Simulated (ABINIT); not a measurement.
Planning a run of ABINIT 10.8.3 on SiC (P6_3mc). The input:

```
acell 3*1.0 Angstrom
rprim 
  3.075694149693 -0.000000000023 0.000000000000
  -1.537847074826 2.663629267917 0.000000000000
  0.000000000000 0.000000000000 10.070646480000
ntypat 2
znucl 14 6
natom 8
typat 1 1 1 1 2 2 2 2
xred 
  0.666666666667 0.333333333333 0.937841980000
  0.333333333333 0.666666666667 0.437841980000
  0.000000000000 0.000000000000 0.687894380000
  0.000000000000 0.000000000000 0.187894380000
  0.666666666667 0.333333333333 0.749802590000
  0.333333333333 0.666666666667 0.249802590000
  0.000000000000 0.000000000000 0.500460050000
  0.000000000000 0.000000000000 0.000460050000
pp_dirpath "pseudos"
pseudos "Si.upf, C.upf"
ecut 37
ngkpt 3 3 2
nshiftk 1
shiftk 0 0 0
kptopt 1
chksymbreak 0
istwfk *1
occopt 1
irdwfk 1
optdriver 3
nband 142
ecuteps 4.8
inclvkb 2
awtr 1
symchi 1
indata_prefix "in"
outdata_prefix "out"
tmpdata_prefix "tmp"
```

```sh
OMP_NUM_THREADS=1 mpirun -n 4 abinit run.abi > log
```

Question: Estimate wall time and host memory on 4 MPI ranks of AMD EPYC 9R45, shared host.

It took 15 s; on shared hardware allow 7.7 s to 31 s. Peak host memory was 1.1 GiB.

[Paths, hosts, dates, memory and timing lines, banners, echoed tables and standing remarks are left out of the program output.]

[Logs are printed without paths, hosts, clocks, repeated set-up lines and the standing remarks that a program may print on its own settings, such as how far it seeks lower states.]

[Runs of the session that timed out or met a known fault of the program may be left out.]

[Hosts, paths, dates, database ids (printed as entryN), source tags and the programs' standing remarks are cut or masked in the printed files.]

[G0W0 gaps are taken among the corrected bands and points alone; a level outside them can change the order at an edge.]

[Where Ansatz stands beside ABINIT at settings called matched, ABINIT's density can come from a denser mesh and the files from another edition; pairs whose starting gaps differed by over 0.03 eV were left out, so agreement reads better than it is.]
